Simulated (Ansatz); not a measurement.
## Sn2C (model cell, started as antifluorite): a soft mode frozen in

Which phase does Sn2C (model cell, started as antifluorite) fall into along its unstable mode, and how much energy does it gain?

Calculated with Ansatz 0.2.0; DFT PBEsol, scalar-relativistic, plane waves, PAW.

The structure was built from a prototype and need not be the compound's stable phase.

## (1) The starting structure

The structure is cubic, space group Fm-3m (No. 225). Conventional cell: a = 6.256 Å, b = 6.256 Å, c = 6.256 Å, α = 90.00°, β = 90.00°, γ = 90.00°. Nearest to C lie 8 Sn at 2.71 Å. Nearest to Sn lie 4 C at 2.71 Å. Farther neighbours are not listed.

## (2) Response at finite wavevector

The cell comes from relaxations at this level that are not shown. Stability and thermal properties need the whole zone. Linear response on a 4×4×4 q mesh gives force constants as far as a supercell of that size would.

input.yaml reads:

```yaml
crystal:
  lattice:
    - [0.0, 3.1280718686, 3.1280718686]
    - [3.1280718686, 0.0, 3.1280718686]
    - [3.1280718686, 3.1280718686, 0.0]
  atoms:
    - { symbol: C, position: [0.0, 0.0, 0.0] }
    - { symbol: Sn, position: [0.25, 0.25, 0.25] }
    - { symbol: Sn, position: [0.75, 0.75, 0.75] }
kpoints:
  mp_grid: { grid: [12, 12, 12] }
hamiltonian:
  xc: pbesol
scf:
  occupations: { method: methfessel_paxton, width: 0.2 }
output:
  eigenvalues: true
phonons:
  method: dfpt
  qmesh: [4, 4, 4]
  temperatures: { t_max: 1000, t_step: 50 }
  qpath:
    path:
      - [[0.0, 0.0, 0.0], [0.5, 0.0, 0.5], [0.625, 0.25, 0.625]]
      - [[0.375, 0.375, 0.75], [0.0, 0.0, 0.0], [0.5, 0.5, 0.5], [0.5, 0.25, 0.75], [0.5, 0.0, 0.5]]
    npoints: 10
```

Launch:

```sh
$ ansatz run input.yaml --threads 4 --pin off --max-ram 7168MiB --backend cpu --events-out ev --progress --plain --runs-dir out
```

Numbers of over 12 decimals in the logs are rounded to 6 here.

What it wrote:

```text
Warning: phonons: the dynamical matrix that this run interpolates holds no multipole term above the dipole-dipole one, and a site of this crystal is no centre of inversion, so its interpolated transverse optical and acoustic branches and sound speeds can stay off near Gamma, and the density of states and the thermodynamics with them. What a run solves at a wave vector of phonons.qpoints, Gamma apart, where the deck admits one, is free of this, and under fd what a larger phonons.supercell samples
Engine: ansatz 0.2.0, aarch64-unknown-linux-gnu
Pseudopotentials: kind: paw
Pseudopotential: C, paw, valence charge 4, recommended cutoff 420 eV (normal), C.paw.azcp
Pseudopotential: Sn, paw, valence charge 14, recommended cutoff 420 eV (normal), Sn.paw.azcp
Functional definition: PBEsol
  exchange = pbesol_x
  correlation = pbesol_c
Crystal: 3 atoms, lattice volume = 61.215 Å³
Basis set: ecut = 420 eV, 1243 PW (Γ), exchange–correlation on 60×60×60 points (8 copies of the dense FFT grid, shifted against one another)
Bands: 20, of which v1, the nominal top of the filled ones, is band 16 counted from 1 (15 counted from 0)
Symmetry: 48 space group operations
k-points: 72 of 1728
Non-local potential: C, projectors of the file, l = 0: 2, l = 1: 2, l = 2: 1
Non-local potential: Sn, projectors of the file, l = 0: 2, l = 1: 2, l = 2: 2, l = 3: 2
PAW form: soft (Blöchl's): semilocal exchange-correlation on the pseudo side does not see the compensation charge
PAW frozen core: C, regenerated for the run's functional, and the local potential with it (the file was generated under x = pbe(κ = 0.804, μ = 0.219515), c = pbe(β = 0.066725))
PAW frozen core: Sn, regenerated for the run's functional, and the local potential with it (the file was generated under x = pbe(κ = 0.804, μ = 0.219515), c = pbe(β = 0.066725))
PAW one-centre angular grid: C, 110 points (default); XC on 64 Gauss nodes
PAW one-centre angular grid: Sn, 590 points (default); XC on 64 Gauss nodes
Initial density: superposition of atomic densities (neutral atoms: chi_scale 0, normalization atom), corrected by the library's trained network
Initial wavefunctions: pseudopotential atomic-orbital guess
Functional: x = pbesol(κ = 0.804, μ = 0.123457), c = pbesol(β = 0.046)
SCF iter   1: F=—  HF=-12142.222407 eV  |F-HF|=—  |Δ(HF+E_count)|=         —  Δρ=1.18e-2  dr2=1.53e-1  ethr=1.77e-3  ⟨swp⟩=5.3  Hψ=6731  notcnv=0
preconditioner: auto → Kerker (q_TF=auto, 2.449 Å⁻¹)  [metal: Δε(μ)=0.052 eV  Ē_g=17.831 eV  σ=0.200 eV  W_gap=0.21  n_scr=14 (ndim 8)  ℏωp=26.8 eV  f_vac=0.000  D(μ)=0.59/eV (n_scr^D=0)]
SCF iter   2: F=—  HF=-12142.191040 eV  |F-HF|=—  |Δ(HF+E_count)|=   3.14e-2  S|Δr|=    0.00e0  Δρ=2.39e-3  dr2=3.97e-3  ethr=4.80e-4  ⟨swp⟩=1.0  Hψ=2018  notcnv=0
SCF iter   3: F=—  HF=-12142.190279 eV  |F-HF|=—  |Δ(HF+E_count)|=   7.61e-4  S|Δr|=    0.00e0  Δρ=1.11e-3  dr2=5.37e-4  ethr=1.24e-5  ⟨swp⟩=2.6  Hψ=2534  notcnv=0
SCF iter   4: F=—  HF=-12142.190231 eV  |F-HF|=—  |Δ(HF+E_count)|=   4.81e-5  S|Δr|=    0.00e0  Δρ=2.74e-4  dr2=5.79e-5  ethr=1.68e-6  ⟨swp⟩=1.0  Hψ=1440  notcnv=0
SCF iter   5: F=—  HF=-12142.190228 eV  |F-HF|=—  |Δ(HF+E_count)|=   3.04e-6  S|Δr|=    0.00e0  Δρ=7.97e-5  dr2=6.82e-6  ethr=1.81e-7  ⟨swp⟩=1.8  Hψ=1764  notcnv=0
SCF iter   6: F=—  HF=-12142.190234 eV  |F-HF|=—  |Δ(HF+E_count)|=   5.65e-6  S|Δr|=    0.00e0  Δρ=2.61e-5  dr2=1.01e-6  ethr=2.13e-8  ⟨swp⟩=2.1  Hψ=1869  notcnv=0
SCF iter   7: F=—  HF=-12142.190232 eV  |F-HF|=—  |Δ(HF+E_count)|=   1.81e-6  S|Δr|=    0.00e0  Δρ=7.72e-6  dr2=3.73e-8  ethr=3.14e-9  ⟨swp⟩=2.0  Hψ=1792  notcnv=0
SCF iter   8: F=—  HF=-12142.190232 eV  |F-HF|=—  |Δ(HF+E_count)|=   6.22e-9  S|Δr|=    0.00e0  Δρ=1.06e-6  dr2=5.54e-10  ethr=1.17e-10  ⟨swp⟩=3.0  Hψ=2711  notcnv=0
SCF iter   9: F=—  HF=-12142.190232 eV  |F-HF|=—  |Δ(HF+E_count)|=  5.46e-11  S|Δr|=    0.00e0  Δρ=1.38e-7  dr2=1.04e-11  ethr=1.73e-12  ⟨swp⟩=2.6  Hψ=2667  notcnv=0
SCF iter  10: F=-12142.190232 eV  HF=-12142.190232 eV  |F-HF|=3.64e-12  |Δ(HF+E_count)|=  3.64e-12  S|Δr|=    0.00e0  Δρ=1.75e-8  dr2=1.50e-13  ethr=1.00e-12  ⟨swp⟩=5.1  Hψ=5631  notcnv=0
SCF 1 converged in 10 iterations: F = -12142.190232 eV  dr2 = 1.50e-13
  greatest PAW one-centre occupation: 0.992 electrons in one spin orbital (limit 2), on the Sn atom at site 2 (counted from 0), in its partial waves of l = 2
Initial density: read from a saved state, or passed on in memory by an earlier SCF of this step, an earlier step, the calling program or the single point that the run made first
iter 1 solved again at ethr=2.12e-7 eV; its pass at ethr=3.10e-3 eV (dr2=6.78e-5 eV) is discarded
SCF iter   1: F=—  HF=-12142.190233 eV  |F-HF|=—  |Δ(HF+E_count)|=         —  Δρ=9.82e-7  dr2=6.52e-10  ethr=2.12e-7  ⟨swp⟩=2.5  Hψ=10078  notcnv=0
eigensolver tolerance schedule: the retry pair's looser diagonalisation over-reported the residual by 104003.74 of it (diagonalisation noise at an unbounded share of the residual, at the tolerance the schedule requests for it); recorded, not acted on — ethr = c·dr2/N_el stays at c = 1.0e-1
preconditioner: auto → Kerker (q_TF=auto, 2.449 Å⁻¹)  [metal: Δε(μ)=0.053 eV  Ē_g=17.781 eV  σ=0.200 eV  W_gap=0.22  n_scr=14 (ndim 8)  ℏωp=26.8 eV  f_vac=0.000  D(μ)=0.59/eV (n_scr^D=0)]
SCF iter   2: F=—  HF=-12142.190232 eV  |F-HF|=—  |Δ(HF+E_count)|=   1.09e-6  S|Δr|=    0.00e0  Δρ=8.03e-7  dr2=5.08e-10  ethr=2.04e-12  ⟨swp⟩=4.0  Hψ=4095  notcnv=0
SCF iter   3: F=—  HF=-12142.190232 eV  |F-HF|=—  |Δ(HF+E_count)|=  9.82e-11  S|Δr|=    0.00e0  Δρ=4.28e-7  dr2=1.35e-10  ethr=1.59e-12  ⟨swp⟩=1.1  Hψ=1448  notcnv=0
SCF iter   4: F=—  HF=-12142.190232 eV  |F-HF|=—  |Δ(HF+E_count)|=  4.37e-11  S|Δr|=    0.00e0  Δρ=1.82e-7  dr2=2.21e-11  ethr=1.00e-12  ⟨swp⟩=1.0  Hψ=1440  notcnv=0
SCF iter   5: F=—  HF=-12142.190232 eV  |F-HF|=—  |Δ(HF+E_count)|=    0.00e0  S|Δr|=    0.00e0  Δρ=1.23e-7  dr2=1.01e-11  ethr=1.00e-12  ⟨swp⟩=2.2  Hψ=3064  notcnv=0
SCF iter   6: F=-12142.190232 eV  HF=-12142.190232 eV  |F-HF|=9.09e-12  |Δ(HF+E_count)|=  5.46e-12  S|Δr|=    0.00e0  Δρ=9.92e-8  dr2=6.80e-12  ethr=1.00e-12  ⟨swp⟩=2.0  Hψ=2509  notcnv=0
SCF 2 converged in 6 iterations: F = -12142.190232 eV  dr2 = 6.80e-12
phonons: the bands overlap, so this run is a metal and interpolates without the dipole-dipole term. If the crystal is really an insulator or semiconductor, its LO-TO splitting is missing
NSCF: frozen V_eff on 72 k-points
NSCF: frozen V_eff on 163 k-points
DFPT response loops at q = (0, 0, 0) (fractional): preconditioner auto → Kerker (q_TF=auto, 2.449 Å⁻¹) (partly filled bands, converged f_vac=0.000); β = 1.00, the filter's whole step (`scf.mixing.beta` (0.50) is not read by the response loops under this deck's `scf.mixing.preconditioner`; to damp them name `kerker` or `kerker_dos`, under which they read `scf.mixing.beta`, and type it under 1.00, their step now; both keys bind the ground state too); Broyden in place of MSR1
NSCF: frozen V_eff on 1872 k-points
DFPT response loops at q = (0, 0, 0.25) (fractional): mixed as the last ones told, above
NSCF: frozen V_eff on 952 k-points
DFPT response loops at q = (0, 0, -0.5) (fractional): mixed as the last ones told, above
NSCF: frozen V_eff on 1020 k-points
DFPT response loops at q = (0, 0.25, 0.25) (fractional): mixed as the last ones told, above
NSCF: frozen V_eff on 3456 k-points
DFPT response loops at q = (0, 0.25, -0.5) (fractional): mixed as the last ones told, above
NSCF: frozen V_eff on 1872 k-points
DFPT response loops at q = (0, 0.25, -0.25) (fractional): mixed as the last ones told, above
NSCF: frozen V_eff on 560 k-points
DFPT response loops at q = (0, -0.5, -0.5) (fractional): mixed as the last ones told, above
NSCF: frozen V_eff on 1020 k-points
DFPT response loops at q = (0.25, -0.5, -0.25) (fractional): mixed as the last ones told, above
SCF converged after 10 iterations
Stability not checked: this state was not tested for a lower state beside it, because cold or Methfessel-Paxton smearing, or corrected tetrahedra, fill the levels in a way that the test cannot read (fill_not_monotonic; see scf.lower_state_search)
Free energy (F): -12142.190232 eV
Harris-Foulkes:  -12142.190232 eV  (|F-HF|=3.64e-12)
Internal energy: -12142.192581 eV  (E = F + TS)
E sigma→0 (E₀):  -12142.190819 eV
Entropy (-TS):   0.002349 eV (0.783 meV/atom)
Fermi energy:    10.861168 eV
--- Per-component energies (eV) ---
  E_band       = -149.989820
  E_kinetic    = 451.661416
  E_local      = -1760.041880  (includes V_loc(G=0)·N_el)
  E_nonlocal   = -33.234549
  E_hartree    = 1075.957749
  E_xc         = -805.586826
  E_vxc        = -251.933814  (∫ρ·V_xc dr)
  E_paw        = -8220.409750  (= ΣΔE_a)
  E_vpaw       = -708.356499  (= ΣTr[D̂ρ^β])
  E_aug_tail   = 0.000001  (compensation charges beyond the density's cutoff)
  E_ewald      = -2851.129522
  E_core_change = 0.590780  (= ΣΔE_core)
  E_smearing   = 0.002349  (= −TS)
  E_closure    = -0.000000  (closes the sum)
  Σ components = -12142.190232   (vs F -12142.190232, Δ=0.00e0)
--- Band table (eV; the first three rows and the last of 72) ---
  k-point 0: bands = [... 12 lower, 8.9630, 8.9630, 8.9630, 8.9972, 10.1785, 10.1785, 10.1785, 15.5057]
  k-point 1: bands = [... 12 lower, 8.0411, 8.8062, 8.8062, 9.1663, 10.3832, 10.3832, 11.1900, 15.2203]
  k-point 2: bands = [... 12 lower, 6.9360, 8.5195, 8.5195, 9.6762, 10.7748, 10.7748, 12.3983, 14.7711]
  k-point 71: bands = [... 12 lower, 2.9053, 5.5280, 10.3992, 10.3992, 10.4952, 11.7341, 14.7453, 14.7453]
--- Phonons (Γ-DFPT): 2 representative perturbations + reference (Σ response iterations 6) ---
  ASR residual: 7.518e-6 → 0.000e0 eV/Å²; symmetrization residual: 8.732e-7 eV/Å²
  ASR residual per site (eV/Å²): 4.87e-7 7.52e-6 7.52e-6
  Γ frequencies (cm⁻¹): -89.26 -89.26 -89.26 0.00 0.00 0.00 125.56 125.56 125.56
--- Phonons (arbitrary-q DFPT): 8 irreducible q on the 4×4×4 mesh ---
  q = [0.0000, 0.0000, 0.0000] (star 1, of the zone-centre solve; hermiticity 4.95e-7, symmetrization 4.31e-12): -89.26 -89.26 -89.26 -0.00 -0.00 -0.00 125.56 125.56 125.56
  q = [0.0000, 0.0000, 0.2500] (star 8, 2 solved perturbations on 936 of 1728 k-point pairs; hermiticity 2.26e-7, symmetrization 4.98e-12): -130.23 -130.23 -110.28 44.94 44.94 62.52 113.75 113.75 114.45
  q = [0.0000, 0.0000, -0.5000] (star 4, 2 solved perturbations on 476 of 1728 k-point pairs; hermiticity 2.19e-7, symmetrization 5.54e-12): -263.40 -187.82 -187.82 83.07 83.07 85.37 89.17 89.17 102.44
  q = [0.0000, 0.2500, 0.2500] (star 6, 4 solved perturbations in 1608 linear systems a pass and spin channel, the states on 510 of 1728 k-point pairs; hermiticity 5.82e-7, symmetrization 1.11e-12): -174.76 -174.76 -153.40 -25.32 -25.32 82.19 99.71 128.76 128.76
  q = [0.0000, 0.2500, -0.5000] (star 24, 4 solved perturbations in 5328 linear systems a pass and spin channel, the states on 1728 of 1728 k-point pairs; hermiticity 4.05e-7, symmetrization 2.23e-12): -264.94 -210.10 -156.90 -3.46 39.09 44.64 117.67 118.09 127.72
  q = [0.0000, 0.2500, -0.2500] (star 12, 4 solved perturbations in 2892 linear systems a pass and spin channel, the states on 936 of 1728 k-point pairs; hermiticity 3.00e-7, symmetrization 1.49e-12): -202.80 -167.08 -149.39 -38.26 84.42 84.45 92.11 95.67 130.76
  q = [0.0000, -0.5000, -0.5000] (star 3, 4 solved perturbations in 886 linear systems a pass and spin channel, the states on 280 of 1728 k-point pairs; hermiticity 3.21e-7, symmetrization 4.77e-13): -236.07 -236.07 -189.04 -50.10 -30.65 -30.65 128.13 128.13 139.12
  q = [0.2500, -0.5000, -0.2500] (star 6, 4 solved perturbations in 1544 linear systems a pass and spin channel, the states on 510 of 1728 k-point pairs; hermiticity 3.18e-7, symmetrization 1.39e-12): -230.18 -224.67 -224.67 -56.36 -28.85 84.45 84.45 134.12 136.86
  sum rule: each row above includes the acoustic sum rule's correction from the zone centre's row sums; it moved no ω² by more than (0.13 cm⁻¹)²
  mesh force constants: q→R imaginary residual 9.69e-18; ASR residual 7.518e-6 → 0.000e0 eV/Å²; symmetrization residual 1.332e-15 eV/Å²
  interpolated dispersion: 62 rows × 9 modes
  density of states and harmonic sums: on the 20×20×20 q-mesh, interpolated from the force constants of a 4×4×4 supercell (no non-analytic term)
  largest difference from the sums on the solved wave vectors: F 7.51e-2 eV, S 9.21e-5 and C_V 1.71e-5 eV/K
  zero-point energy: 0.028693 eV/cell   skipped modes (ω ≤ 0): 1020, of them read as no rigid motion or as one in doubt: 1017 (3.927e0 modes/cell left out, lowest -271.07 cm⁻¹)   left out of the sums: 4.36e-1 of the cell's modes: C_V's classical limit lies that fraction below 3 k_B per atom; for a crystal, a wire or a layer, F and S can be off by more, and a phonons.interpolated_qmesh denser along its periods is the remedy for the sampling
```

The job ended after 9.4 min (4 threads of Arm Neoverse V2, shared host; peak memory 4.3 GiB; 37 min of CPU time).

This step gave:

```
volume per atom                                         : 20.41 Å³
gap on the k-mesh                                       : 0 eV
sum-rule residual before enforcement                    : 7.52e-6 eV/Å²
lowest frequency on the path                            : -270.3 cm⁻¹
point group                                             : m-3m
highest frequency on the path or at a solved wavevector : 139.1 cm⁻¹
highest optical mode at the zone centre (no LO-TO term) : 125.6 cm⁻¹
lowest optical zone-centre mode                         : -89.26 cm⁻¹
lowest mode on the q mesh (acoustic modes at Γ apart)   : -264.9 cm⁻¹
```

Frequencies (cm⁻¹) solved at each irreducible wavevector; negative means imaginary. Frequencies by wavevector, by row:

```tsv
q in reciprocal lattice units	star	mode 1	mode 2	mode 3	mode 4	mode 5	mode 6	mode 7	mode 8	mode 9
0 0 0	1	-89.3	-89.3	-89.3	0	0	0	125.6	125.6	125.6
0 0 0.25	8	-130.2	-130.2	-110.3	44.9	44.9	62.5	113.8	113.8	114.5
0 0 -0.5	4	-263.4	-187.8	-187.8	83.1	83.1	85.4	89.2	89.2	102.4
0 0.25 0.25	6	-174.8	-174.8	-153.4	-25.3	-25.3	82.2	99.7	128.8	128.8
0 0.25 -0.5	24	-264.9	-210.1	-156.9	-3.5	39.1	44.6	117.7	118.1	127.7
0 0.25 -0.25	12	-202.8	-167.1	-149.4	-38.3	84.4	84.5	92.1	95.7	130.8
0 -0.5 -0.5	3	-236.1	-236.1	-189	-50.1	-30.6	-30.6	128.1	128.1	139.1
0.25 -0.5 -0.25	6	-230.2	-224.7	-224.7	-56.4	-28.9	84.5	84.5	134.1	136.9
```

Interpolated from a 4×4×4 q mesh. Phonon branches along the path, in cm⁻¹:

```tsv
point	branch 1	branch 2	branch 3	branch 4	branch 5	branch 6	branch 7	branch 8	branch 9
Γ	-89	-89	-89	0	0	0	126	126	126
halfway	-175	-175	-153	-25	-25	82	100	129	129
X	-236	-236	-189	-50	-31	-31	128	128	139
halfway	-243	-233	-192	-52	-18	-16	125	126	139
U	-251	-216	-196	-52	38	38	118	119	137
jump to K	-251	-216	-196	-52	38	38	118	119	137
halfway	-144	-137	-135	-28	71	80	101	103	127
Γ	-89	-89	-89	0	0	0	126	126	126
halfway	-130	-130	-110	45	45	62	114	114	114
L	-263	-188	-188	83	83	85	89	89	102
halfway	-270	-190	-170	1	42	87	88	118	127
W	-230	-225	-225	-56	-29	84	84	134	137
halfway	-241	-234	-198	-54	-29	38	116	130	139
X	-236	-236	-189	-50	-31	-31	128	128	139
```

The phonon branches as a text plot (rows in cm⁻¹):

```
    131 |**********************************          ************
    114 |  **   *        ****    ****     *****   *****     ***
     96 |    ***            *****             ********     *
     79 |    ***             ****             ****** *******
     62 |   *   *          **   ****        ***    **       *
     45 |  *     *        **      ***     ***       ***      *
     28 | *              *          *    ***         * *      *
     11 |               *            *  **              *
     -6 |**                          ***              *
    -23 |  *************        *****                    ********
    -40 |           *       ****                       **
    -57 |            *******                             ********
    -74 |                                ***
    -91 |***                      *******
   -108 |  **                    ****    ** *
   -125 |                        ***       **
   -142 |    **                **            *
   -159 |      *             ***             **      *
   -176 |      ***          ****               **  ** **
   -194 |         ***********                 *  ********    ****
   -211 |       *         *  **                          * **
   -228 |        *********  *                  *         ********
   -245 |             ******                             *  *****
   -262 |                                       *********
         Γ           X  U|K            Γ         L        W     X
```

Symmetry leaves 8 wavevectors to solve. The lowest mode among them, the acoustic zeros apart, lies at q = (0, 0.25, -0.5) and is imaginary, 264.9i cm⁻¹, so the energy falls along it. Between them the interpolated path dips to 270i cm⁻¹.

## (3) The mode frozen in, largest atomic shift 0 Å

The mode followed lies at q = (0, 0, -0.5) with frequency 263.4i cm⁻¹, one of the unstable modes though not the softest. At small amplitude the distorted cell has space group no. 166 by a symmetry search on the positions. The undistorted cell that holds it gives the zero of energy on the same k mesh.

System of this step: Sn2C (model cell, started as antifluorite). The structure is cubic, space group Fm-3m (No. 225). Conventional cell: a = 6.256 Å, b = 6.256 Å, c = 6.256 Å, α = 90.00°, β = 90.00°, γ = 90.00°. Nearest to C lie 8 Sn at 2.71 Å. Sn has 4 C at 2.71 Å nearest. Farther neighbours are not listed.

input.yaml reads:

```yaml
crystal:
  lattice:
    - [0.0, 3.1280718686, 3.1280718686]
    - [-3.1280718686, 3.1280718686, 0.0]
    - [-3.1280718686, -3.1280718686, 6.2561437372]
  atoms:
    - { symbol: C, position: [0.0, 0.0, 0.0] }
    - { symbol: C, position: [0.0, 0.5, 0.5] }
    - { symbol: Sn, position: [0.75, 0.625, 0.875] }
    - { symbol: Sn, position: [0.75, 0.125, 0.375] }
    - { symbol: Sn, position: [0.25, 0.875, 0.625] }
    - { symbol: Sn, position: [0.25, 0.375, 0.125] }
kpoints:
  mp_grid: { grid: [12, 12, 12] }
hamiltonian:
  xc: pbesol
scf:
  occupations: { method: methfessel_paxton, width: 0.2 }
output:
  forces: true
  stress: true
  eigenvalues: true
```

What it wrote:

```text
[...]
Crystal: 6 atoms, lattice volume = 122.431 Å³
Basis set: ecut = 420 eV, 2437 PW (Γ), exchange–correlation on 60×60×108 points (8 copies of the dense FFT grid, shifted against one another)
Bands: 39, of which v1, the nominal top of the filled ones, is band 32 counted from 1 (31 counted from 0)
Symmetry: 24 space group operations
[...]
k-points: 189 of 1728
[...]
k-point 0: bands = [... 28 lower, 8.9651, 8.9651, 8.9972, 10.1786, 10.1786, 10.1786, 11.1559, 11.1559, ... 3 higher]
  k-point 1: bands = [... 28 lower, 8.9202, 8.9202, 9.0247, 10.2361, 10.2361, 10.5426, 11.1627, 11.1627, ... 3 higher]
  k-point 2: bands = [... 28 lower, 8.8080, 8.8080, 9.1669, 10.3835, 10.3835, 11.1798, 11.1798, 11.1904, ... 3 higher]
  k-point 188: bands = [... 28 lower, 8.5315, 8.5315, 10.9036, 10.9036, 11.8225, 11.8225, 12.2316, 12.2316, ... 3 higher]
[key lines of the parts left out:]
SCF converged after 8 iterations
Free energy (F): -24284.380320 eV
Fermi energy:    10.865141 eV
P = ⅓ Tr σ = -0.0079 GPa (-0.079 kbar)
```

Run time: 13 s. Hardware: 4 threads; peak memory 0.87 GiB.

This step gave:

```yaml
pressure: -0.007913 GPa
energy_from_the_undistorted_cell: 0 meV/atom
```

The run ends at a pressure of -0.01 GPa, with forces up to 0.0075 eV/Å.

(Part 1 of 3 ends here.)

[Logs are printed without paths, hosts, clocks, repeated set-up lines and the standing remarks that a program may print on its own settings, such as how far it seeks lower states.]

[Hosts, paths, dates, database ids (printed as entryN), source tags and the programs' standing remarks are cut or masked in the printed files.]
